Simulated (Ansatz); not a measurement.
## K on W(110): change of the work function

How does one ordered layer of K (hollow site) change the work function of W(110), and what dipole does each adsorbate carry?

Calculated with Ansatz 0.2.0; plane-wave DFT, PBE, Ansatz PAW.

### 1. Set-up

The cell holds 4 atoms: 4 W. Cell: a = 2.737 Å, b = 2.737 Å, c = 24.703 Å, α = 90.0°, β = 90.0°, γ = 70.5°. Vacuum lies along c.

### 2. The clean slab

The bare slab comes first, as the zero from which every change is counted. The two lowest layers are held at bulk places and the upper ones relax. The dipole correction removes the false field that a one-sided slab makes across the periodic vacuum, so each face gets a flat vacuum level of its own.

Contents of input.yaml:

```yaml
crystal:
  lattice:
    - [2.2344574285, -1.58, 0.0]
    - [2.2344574285, 1.58, 0.0]
    - [0.0, 0.0, 24.7033722856]
  atoms:
    - { symbol: W, position: [0.0, 0.0, 0.3643227287] }
    - { symbol: W, position: [0.5, 0.5, 0.4547742429] }
    - { symbol: W, position: [0.0, 0.0, 0.5452257571] }
    - { symbol: W, position: [0.5, 0.5, 0.6356772713] }
kpoints:
  mp_grid: { grid: [12, 12, 1] }
hamiltonian:
  xc: pbe
scf:
  occupations: { method: fermi_dirac, width: 0.1 }
  convergence: { dr2_threshold: 1.0e-08 }
efield:
  axis: 3
  dipole_correction: true
  ramp_position: 0.97
  ramp_width: 0.06
relax:
  f_tol: 0.02
  max_steps: 60
  constraints: [{ sites: [0, 1] }]
output:
  write_potential: true
  write_density: true
  volumetric_format: npy
```

Command:

```sh
$ ansatz run input.yaml --threads 4 --pin off --max-ram 6144MiB --backend cpu --events-out ev --progress --plain --runs-dir out
```

The program printed:

```text
Engine: ansatz 0.2.0, aarch64-unknown-linux-gnu
Pseudopotentials: kind: paw
Pseudopotential: W, paw, valence charge 14, recommended cutoff 420 eV (normal), W.paw.azcp
Functional definition: PBE
  parameter kappa = 0.804
  parameter beta = 0.066725
  exchange = pbe_x(kappa = kappa, mu = beta*pi^2/3)
  correlation = pbe_c(beta = beta)
Crystal: 4 atoms, lattice volume = 174.428 Å³
Basis set: ecut = 420 eV, 3461 PW (Γ), exchange–correlation on 40×40×360 points (8 copies of the dense FFT grid, shifted against one another)
Bands: 34, of which v1, the nominal top of the filled ones, is band 28 counted from 1 (27 counted from 0)
Symmetry: 4 space group operations
k-points: 43 of 144
Non-local potential: W, projectors of the file, l = 0: 3, l = 1: 2, l = 2: 2, l = 3: 1
PAW form: soft (Blöchl's): semilocal exchange-correlation on the pseudo side does not see the compensation charge
PAW one-centre angular grid: W, 590 points (default); XC on 64 Gauss nodes
Initial density: superposition of atomic densities (neutral atoms: chi_scale 0, normalization atom), corrected by the library's trained network
Initial wavefunctions: pseudopotential atomic-orbital guess
Functional: x = pbe(κ = 0.804, μ = 0.219515), c = pbe(β = 0.066725)
SCF iter   1: F=—  HF=-41536.547941 eV  |F-HF|=—  |Δ(HF+E_count)|=         —  Δρ=9.69e-3  dr2=1.99e0  ethr=1.77e-3  p=0.000 e·Å  D=4.83e-14 V/Å  ΔV_dip=-0.00 eV  dr2_dipole=2.75e-7  V_vac-E_F(+/−)=5.06/5.06 eV  ⟨swp⟩=7.9  Hψ=15776  notcnv=0  defer=16
efield: sawtooth ramp at fractional position 0.9700 (set: `efield.ramp_position`, or a place that a band, a saddle search or an elastic batch's reference lends), width 0.0600; the density the first Hamiltonian is built on has a dipole p = 0.000 e·Å; the dipole correction subtracts the counter field D = 4.83e-14 V/Å, which shifts the + side's vacuum level by -0.00 eV against the − side's; the planar-averaged density in the ramp window peaks in size at 1.1e-5 e/Å³
automatic band count: the SCF goes on with 40 bands, as 34 were too few: the levels above may hold too much charge
preconditioner: auto → LDOS  [metal: Δε(μ)=0.044 eV  Ē_g=6.098 eV  σ=0.100 eV  W_gap=0.11  n_scr=16 (ndim 8)  ℏωp=13.8 eV  f_vac=0.562  D(μ)=3.18/eV (n_scr^D=14)  β→1.0]
SCF iter   2: F=—  HF=-41536.463453 eV  |F-HF|=—  |Δ(HF+E_count)|=   8.45e-2  Δρ=3.80e-3  dr2=1.53e-1  ethr=1.77e-3  p=-0.000 e·Å  D=-1.41e-5 V/Å  ΔV_dip=0.00 eV  dr2_dipole=9.41e-8  V_vac-E_F(+/−)=4.91/4.91 eV  ⟨swp⟩=2.0  Hψ=2409  notcnv=0  defer=46
SCF iter   3: F=—  HF=-41536.454051 eV  |F-HF|=—  |Δ(HF+E_count)|=   9.40e-3  Δρ=7.33e-4  dr2=4.77e-3  ethr=2.73e-4  p=-0.000 e·Å  D=-5.84e-6 V/Å  ΔV_dip=0.00 eV  dr2_dipole=2.39e-8  V_vac-E_F(+/−)=4.90/4.90 eV  ⟨swp⟩=1.9  Hψ=2195  notcnv=0  defer=48
SCF iter   4: F=—  HF=-41536.453642 eV  |F-HF|=—  |Δ(HF+E_count)|=   4.09e-4  Δρ=2.26e-4  dr2=2.83e-4  ethr=8.51e-6  p=-0.000 e·Å  D=-2.80e-6 V/Å  ΔV_dip=0.00 eV  dr2_dipole=3.72e-9  V_vac-E_F(+/−)=4.90/4.90 eV  ⟨swp⟩=2.2  Hψ=2210  notcnv=0  defer=48
SCF iter   5: F=—  HF=-41536.453616 eV  |F-HF|=—  |Δ(HF+E_count)|=   2.57e-5  Δρ=8.21e-5  dr2=9.88e-6  ethr=5.05e-7  p=-0.000 e·Å  D=-1.58e-6 V/Å  ΔV_dip=0.00 eV  dr2_dipole=4.44e-10  V_vac-E_F(+/−)=4.90/4.90 eV  ⟨swp⟩=2.8  Hψ=2489  notcnv=0  defer=48
SCF iter   6: F=—  HF=-41536.453677 eV  |F-HF|=—  |Δ(HF+E_count)|=   6.09e-5  Δρ=1.85e-5  dr2=1.78e-6  ethr=1.76e-8  p=-0.000 e·Å  D=-3.96e-7 V/Å  ΔV_dip=0.00 eV  dr2_dipole=1.10e-14  V_vac-E_F(+/−)=4.90/4.90 eV  ⟨swp⟩=3.0  Hψ=2816  notcnv=0  defer=46
SCF iter   7: F=—  HF=-41536.453677 eV  |F-HF|=—  |Δ(HF+E_count)|=   1.78e-7  Δρ=5.89e-6  dr2=9.96e-8  ethr=3.18e-9  p=-0.000 e·Å  D=-1.01e-7 V/Å  ΔV_dip=0.00 eV  dr2_dipole=1.15e-12  V_vac-E_F(+/−)=4.90/4.90 eV  ⟨swp⟩=2.1  Hψ=2209  notcnv=0  defer=46
SCF iter   8: F=—  HF=-41536.453677 eV  |F-HF|=—  |Δ(HF+E_count)|=   1.72e-7  Δρ=2.09e-6  dr2=1.13e-8  ethr=1.79e-11  p=-0.000 e·Å  D=-5.65e-8 V/Å  ΔV_dip=0.00 eV  dr2_dipole=6.97e-14  V_vac-E_F(+/−)=4.90/4.90 eV  ⟨swp⟩=12.3  Hψ=12536  notcnv=0
SCF iter   9: F=-41536.453677 eV  HF=-41536.453677 eV  |F-HF|=2.90e-9  |Δ(HF+E_count)|=   2.45e-9  Δρ=6.34e-7  dr2=1.02e-9  ethr=1.79e-11  p=-0.000 e·Å  D=-1.55e-8 V/Å  ΔV_dip=0.00 eV  dr2_dipole=4.30e-15  V_vac-E_F(+/−)=4.90/4.90 eV  ⟨swp⟩=10.8  Hψ=10717  notcnv=0
SCF 1 converged in 9 iterations: F = -41536.453677 eV  dr2 = 1.02e-9
  greatest PAW one-centre occupation: 1.000 electrons in one spin orbital (limit 2), on the W atom at site 0 (counted from 0), in its partial waves of l = 0
relax step   1: F+E_penalty+E_count = -41536.45367728 eV  Δ(F+E_penalty+E_count) = +0.000e0 eV  max|allowed force component| = 6.535e-1 eV/Å  Δτ_max = 0.0000 Å  (9 SCF iters, accepted)
Bands: 40, of which v1, the nominal top of the filled ones, is band 28 counted from 1 (27 counted from 0)
Initial density: handed on by an earlier stage of this run
Initial wavefunctions: those handed on with the density
iter 1 solved again at ethr=9.58e-4 eV; its pass at ethr=3.10e-3 eV (dr2=5.36e-1 eV) is discarded
SCF iter   1: F=—  HF=-41536.451060 eV  |F-HF|=—  |Δ(HF+E_count)|=         —  Δρ=7.55e-3  dr2=5.51e-1  ethr=9.58e-4  p=-0.000 e·Å  D=-4.98e-7 V/Å  ΔV_dip=0.00 eV  dr2_dipole=8.25e-2  V_vac-E_F(+/−)=4.92/4.92 eV  ⟨swp⟩=1.6  Hψ=6453  notcnv=0  defer=49
efield: sawtooth ramp at fractional position 0.9700 (set: `efield.ramp_position`, or a place that a band, a saddle search or an elastic batch's reference lends), width 0.0600; the density the first Hamiltonian is built on has a dipole p = -0.000 e·Å; the dipole correction subtracts the counter field D = -4.98e-7 V/Å, which shifts the + side's vacuum level by +0.00 eV against the − side's; the planar-averaged density in the ramp window peaks in size at 4.2e-6 e/Å³
preconditioner: auto → LDOS  [metal: Δε(μ)=0.008 eV  Ē_g=6.108 eV  σ=0.100 eV  W_gap=0.02  n_scr=16 (ndim 8)  ℏωp=13.8 eV  f_vac=0.561  D(μ)=3.03/eV (n_scr^D=12)  β→1.0]
SCF iter   2: F=—  HF=-41536.439067 eV  |F-HF|=—  |Δ(HF+E_count)|=   1.20e-2  Δρ=5.12e-3  dr2=1.98e-1  ethr=9.58e-4  p=0.007 e·Å  D=7.37e-3 V/Å  ΔV_dip=-0.18 eV  dr2_dipole=2.51e-3  V_vac-E_F(+/−)=4.72/4.90 eV  ⟨swp⟩=2.7  Hψ=2768  notcnv=0  defer=49
SCF iter   3: F=—  HF=-41536.411540 eV  |F-HF|=—  |Δ(HF+E_count)|=   2.75e-2  Δρ=1.14e-3  dr2=8.39e-3  ethr=3.53e-4  p=0.005 e·Å  D=5.11e-3 V/Å  ΔV_dip=-0.13 eV  dr2_dipole=6.86e-5  V_vac-E_F(+/−)=4.79/4.91 eV  ⟨swp⟩=2.4  Hψ=2949  notcnv=0  defer=49
[...]
SCF iter   3: F=—  HF=-41536.467263 eV  |F-HF|=—  |Δ(HF+E_count)|=   1.04e-2  Δρ=8.47e-4  dr2=5.12e-3  ethr=1.42e-4  p=0.004 e·Å  D=4.30e-3 V/Å  ΔV_dip=-0.11 eV  dr2_dipole=4.39e-5  V_vac-E_F(+/−)=4.79/4.90 eV  ⟨swp⟩=2.6  Hψ=3087  notcnv=0  defer=49
SCF iter   4: F=—  HF=-41536.466247 eV  |F-HF|=—  |Δ(HF+E_count)|=   1.02e-3  Δρ=1.79e-4  dr2=1.18e-4  ethr=9.14e-6  p=0.004 e·Å  D=3.68e-3 V/Å  ΔV_dip=-0.09 eV  dr2_dipole=5.74e-7  V_vac-E_F(+/−)=4.81/4.90 eV  ⟨swp⟩=2.5  Hψ=2483  notcnv=0  defer=49
SCF iter   5: F=—  HF=-41536.466260 eV  |F-HF|=—  |Δ(HF+E_count)|=   1.35e-5  Δρ=5.43e-5  dr2=8.97e-6  ethr=2.11e-7  p=0.003 e·Å  D=3.19e-3 V/Å  ΔV_dip=-0.08 eV  dr2_dipole=8.65e-7  V_vac-E_F(+/−)=4.82/4.90 eV  ⟨swp⟩=2.2  Hψ=2723  notcnv=0  defer=49
SCF iter   6: F=—  HF=-41536.466316 eV  |F-HF|=—  |Δ(HF+E_count)|=   5.58e-5  Δρ=1.68e-5  dr2=2.41e-6  ethr=1.60e-8  p=0.003 e·Å  D=2.93e-3 V/Å  ΔV_dip=-0.07 eV  dr2_dipole=2.53e-8  V_vac-E_F(+/−)=4.83/4.90 eV  ⟨swp⟩=2.8  Hψ=3011  notcnv=0  defer=49
SCF iter   7: F=—  HF=-41536.466316 eV  |F-HF|=—  |Δ(HF+E_count)|=   9.87e-8  Δρ=6.68e-6  dr2=1.22e-7  ethr=4.30e-9  p=0.003 e·Å  D=2.81e-3 V/Å  ΔV_dip=-0.07 eV  dr2_dipole=1.60e-9  V_vac-E_F(+/−)=4.83/4.90 eV  ⟨swp⟩=2.0  Hψ=2145  notcnv=0  defer=49
SCF iter   8: F=—  HF=-41536.466316 eV  |F-HF|=—  |Δ(HF+E_count)|=   1.35e-7  Δρ=2.67e-6  dr2=2.96e-8  ethr=2.18e-10  p=0.003 e·Å  D=2.77e-3 V/Å  ΔV_dip=-0.07 eV  dr2_dipole=8.00e-10  V_vac-E_F(+/−)=4.83/4.90 eV  ⟨swp⟩=3.0  Hψ=3071  notcnv=0  defer=49
SCF iter   9: F=-41536.466316 eV  HF=-41536.466316 eV  |F-HF|=3.74e-9  |Δ(HF+E_count)|=   1.98e-8  Δρ=7.34e-7  dr2=1.32e-9  ethr=1.79e-11  p=0.003 e·Å  D=2.76e-3 V/Å  ΔV_dip=-0.07 eV  dr2_dipole=5.96e-13  V_vac-E_F(+/−)=4.83/4.90 eV  ⟨swp⟩=11.1  Hψ=11214  notcnv=0
SCF 3 converged in 9 iterations: F = -41536.466316 eV  dr2 = 1.32e-9
relax step   3: F+E_penalty+E_count = -41536.46631625 eV  Δ(F+E_penalty+E_count) = -1.264e-2 eV  max|allowed force component| = 9.000e-2 eV/Å  Δτ_max = 0.0345 Å  (9 SCF iters, accepted)
SCF iter   1: F=—  HF=-41536.467006 eV  |F-HF|=—  |Δ(HF+E_count)|=         —  Δρ=7.95e-4  dr2=4.51e-3  ethr=1.73e-4  p=0.003 e·Å  D=2.76e-3 V/Å  ΔV_dip=-0.07 eV  dr2_dipole=5.29e-4  V_vac-E_F(+/−)=4.83/4.90 eV  ⟨swp⟩=2.1  Hψ=2956  notcnv=0  defer=49
efield: sawtooth ramp at fractional position 0.9700 (set: `efield.ramp_position`, or a place that a band, a saddle search or an elastic batch's reference lends), width 0.0600; the density the first Hamiltonian is built on has a dipole p = 0.003 e·Å; the dipole correction subtracts the counter field D = 2.76e-3 V/Å, which shifts the + side's vacuum level by -0.07 eV against the − side's; the planar-averaged density in the ramp window peaks in size at 2.5e-6 e/Å³
preconditioner: auto → LDOS  [metal: Δε(μ)=0.042 eV  Ē_g=6.069 eV  σ=0.100 eV  W_gap=0.10  n_scr=16 (ndim 8)  ℏωp=13.8 eV  f_vac=0.561  D(μ)=3.08/eV (n_scr^D=14)  β→1.0]
SCF iter   2: F=—  HF=-41536.466782 eV  |F-HF|=—  |Δ(HF+E_count)|=   2.25e-4  Δρ=3.58e-4  dr2=1.22e-3  ethr=8.05e-6  p=0.002 e·Å  D=2.05e-3 V/Å  ΔV_dip=-0.05 eV  dr2_dipole=4.65e-5  V_vac-E_F(+/−)=4.85/4.90 eV  ⟨swp⟩=2.0  Hψ=2582  notcnv=0  defer=49
SCF iter   3: F=—  HF=-41536.466693 eV  |F-HF|=—  |Δ(HF+E_count)|=   8.84e-5  Δρ=1.37e-4  dr2=1.44e-4  ethr=2.17e-6  p=0.002 e·Å  D=2.31e-3 V/Å  ΔV_dip=-0.06 eV  dr2_dipole=1.26e-5  V_vac-E_F(+/−)=4.84/4.90 eV  ⟨swp⟩=2.0  Hψ=2277  notcnv=0  defer=49
SCF iter   4: F=—  HF=-41536.466668 eV  |F-HF|=—  |Δ(HF+E_count)|=   2.55e-5  Δρ=3.26e-5  dr2=6.82e-6  ethr=2.57e-7  p=0.002 e·Å  D=2.20e-3 V/Å  ΔV_dip=-0.05 eV  dr2_dipole=8.20e-7  V_vac-E_F(+/−)=4.84/4.90 eV  ⟨swp⟩=3.4  Hψ=3097  notcnv=0  defer=49
SCF iter   5: F=—  HF=-41536.466723 eV  |F-HF|=—  |Δ(HF+E_count)|=   5.51e-5  Δρ=1.10e-5  dr2=2.53e-7  ethr=1.22e-8  p=0.002 e·Å  D=2.19e-3 V/Å  ΔV_dip=-0.05 eV  dr2_dipole=5.43e-9  V_vac-E_F(+/−)=4.84/4.90 eV  ⟨swp⟩=2.5  Hψ=2375  notcnv=0  defer=49
SCF iter   6: F=—  HF=-41536.466723 eV  |F-HF|=—  |Δ(HF+E_count)|=   2.64e-7  Δρ=4.53e-6  dr2=3.51e-8  ethr=4.52e-10  p=0.002 e·Å  D=2.20e-3 V/Å  ΔV_dip=-0.05 eV  dr2_dipole=1.68e-10  V_vac-E_F(+/−)=4.84/4.90 eV  ⟨swp⟩=2.8  Hψ=3016  notcnv=0  defer=49
SCF iter   7: F=-41536.466723 eV  HF=-41536.466723 eV  |F-HF|=5.69e-9  |Δ(HF+E_count)|=   7.88e-8  Δρ=1.73e-6  dr2=9.35e-9  ethr=1.79e-11  p=0.002 e·Å  D=2.20e-3 V/Å  ΔV_dip=-0.05 eV  dr2_dipole=1.03e-12  V_vac-E_F(+/−)=4.84/4.90 eV  ⟨swp⟩=11.5  Hψ=11409  notcnv=0
SCF 4 converged in 7 iterations: F = -41536.466723 eV  dr2 = 9.35e-9
relax step   4: F+E_penalty+E_count = -41536.46672319 eV  Δ(F+E_penalty+E_count) = -4.069e-4 eV  max|allowed force component| = 1.129e-2 eV/Å  Δτ_max = 0.0139 Å  (7 SCF iters, accepted)
NSCF: frozen V_eff on 43 k-points
the band table was solved once a step of the walk had ended and its energy, with any forces and stress, was formed, with the checks that follow a solve (9071 applications of the Hamiltonian). They found nothing against the state; the energy, forces and stress were not computed again (output.eigenvalues in the input reference)
WARN: The output density's exchange-correlation potential varies sharply where the density is thin. Do not read a vacuum level from v_tot or v_xc, or from such a field of the output density. On a cell that repeats whose density bears no net charge and no dipole along the vacuum's axis use v_es (v_loc + v_h of the components); under efield.dipole_correction with no amplitude use v_es + v_field, which holds any externa [...]
SCF converged after 7 iterations
Free energy (F): -41536.466723 eV
Harris-Foulkes:  -41536.466723 eV  (|F-HF|=5.69e-9)
Internal energy: -41536.366955 eV  (E = F + TS)
E sigma→0 (E₀):  -41536.416839 eV
Entropy (-TS):   -0.099768 eV (-24.942 meV/atom)
Fermi energy:    5.203880 eV
Dipole field:    D = 0.002197 V/Å  (p = 0.002118 e·Å, saw-weighted, corrected)
Work function:   Φ+ = 4.8447 eV   Φ− = 4.8989 eV
Levels:          The Fermi level and band energies are counted from a zero that moves with the ramp; work functions are not
--- Per-component energies (eV) ---
  E_band       = -1291.057248
  E_kinetic    = 1792.505388
  E_local      = -71121.558076  (includes V_loc(G=0)·N_el)
  E_nonlocal   = 4.576205
  E_hartree    = 34741.224890
  E_xc         = -1063.352008
  E_vxc        = -949.335306  (∫ρ·V_xc dr)
  E_paw        = -34249.938995  (= ΣΔE_a)
  E_vpaw       = -499.704010  (= ΣTr[D̂ρ^β])
  E_aug_tail   = -0.000235  (compensation charges beyond the density's cutoff)
  E_efield     = 0.000002  (sawtooth field / dipole correction)
  E_vefield    = -0.001025  (∫n·V_field dr)
  E_ewald      = 28360.175874
  E_smearing   = -0.099768  (= −TS)
  E_closure    = -0.000000  (closes the sum)
  Σ components = -41536.466723   (vs F -41536.466723, Δ=0.00e0)
--- Forces (eV/Å), atoms counted from 1 ---
  atom   1  W      0.00000000     0.00000000     0.36117714
  atom   2  W      0.00000000    -0.00000000    -0.34159757
  atom   3  W      0.00000000    -0.00000000    -0.00830034
  atom   4  W      0.00000000    -0.00000000    -0.01129449
  max |Σ_I F_I| component: 1.53e-5 eV/Å
--- Band table (eV; the first three rows and the last of 43) ---
  k-point 0: bands = [... 24 lower, 3.7540, 3.7892, 3.9762, 4.5401, 4.8127, 5.7605, 6.0199, 6.9297, ... 8 higher]
  k-point 1: bands = [... 24 lower, 3.5720, 3.7614, 4.1231, 4.4811, 4.8136, 5.3411, 6.2452, 6.7515, ... 8 higher]
  k-point 2: bands = [... 24 lower, 3.3977, 3.5331, 3.9616, 4.3822, 4.9156, 5.2947, 6.6226, 6.6532, ... 8 higher]
  k-point 42: bands = [... 24 lower, 3.7933, 5.7375, 5.8442, 6.2645, 6.3571, 6.8712, 7.2505, 8.8378, ... 8 higher]
--- Relaxed structure (4 steps of the walk, 3 accepted, 0 SCFs on fresh bases) ---
  F+E_penalty+E_count = -41536.46672319 eV   max|allowed force component| = 1.129e-2 eV/Å
  atoms:
    - { symbol: W, position: [0.0, 0.0, 0.3643227287] }
    - { symbol: W, position: [0.5, 0.5, 0.4547742429] }
    - { symbol: W, position: [-6.653931e-19, 6.653931e-19, 0.546759] }
    - { symbol: W, position: [0.5, 0.5, 0.635499] }
```

It took 28 s on 4 threads of Arm Neoverse V1, shared host; peak memory 0.59 GiB.

In the SCF lines HF is the Harris–Foulkes energy and dr2 the Hartree energy of the density residual, in eV; the loop may stop once dr2 is under the threshold and the program's other checks hold. Hψ counts applications of the Hamiltonian.

Step by step:

| step | energy less that of the first step (eV) | largest force component (eV/Å) |
| --- | --- | --- |
| 1 | 0.0000 | 0.6535 |
| 2 | 0.0440 | 1.3654 |
| 3 | -0.0126 | 0.0900 |
| 4 | -0.0130 | 0.0113 |

Relaxation step 2 was tried and not accepted.

Forces are held to the 4 operations that the program found; a distortion that breaks them can't arise in this run.

The atoms that moved most (Å):

| atom | dx | dy | dz | length |
| --- | --- | --- | --- | --- |
| W3 | 0.000 | 0.000 | 0.038 | 0.038 |

Final coordinates:

```xyz
4
Lattice="2.2345 -1.5800 0.0000 2.2345 1.5800 0.0000 0.0000 0.0000 24.7034" Properties=species:S:1:pos:R:3
W     0.0000    0.0000    9.0000
W     2.2345    0.0000   11.2345
W     0.0000    0.0000   13.5068
W     2.2345    0.0000   15.6990
```

Read from the output:

| Item | Value |
| --- | --- |
| energy at zero smearing | -41536.4168 eV |
| work function, upper face | 4.845 eV |
| work function, lower face | 4.899 eV |
| dipole along the normal | 0.002118 e·Å |
| step between the vacuum levels | -0.05428 eV |

Running mean over 2.234 Å of the planar mean; the ramp of the sawtooth is left out. Electron's electrostatic potential energy less the Fermi level against z:

| z (Å) | electron's electrostatic potential energy less the Fermi level (eV) |
| --- | --- |
| 4 | 4.90 |
| 5 | 4.89 |
| 6 | 4.75 |
| 7 | 3.30 |
| 8 | -5.75 |
| 9 | -12.2 |
| 10 | -12.6 |
| 11 | -12.7 |
| 12 | -12.5 |
| 13 | -12.6 |
| 14 | -13.0 |
| 15 | -12.9 |
| 16 | -11.5 |
| 17 | -2.27 |
| 18 | 4.06 |
| 19 | 4.78 |
| 20 | 4.84 |
| 21 | 4.84 |

The relaxation took 4 steps and lowered the energy by 0.013 eV; the largest force on the free atoms ends at 0.011 eV/Å.

The work function of the upper face is 4.84 eV.

[end of part 1 of 2]

[Long decimals in the printed logs are rounded to 6 places.]

[Logs are printed without paths, hosts, clocks, repeated set-up lines and the standing remarks that a program may print on its own settings, such as how far it seeks lower states.]

[Hosts, paths, dates, database ids (printed as entryN), source tags and the programs' standing remarks are cut or masked in the printed files.]

[Maps of the electrostatic potential energy from Ansatz leave out the sawtooth potential of an applied field or a dipole correction, so their vacuum need not be flat; planar profiles and work functions include it.]
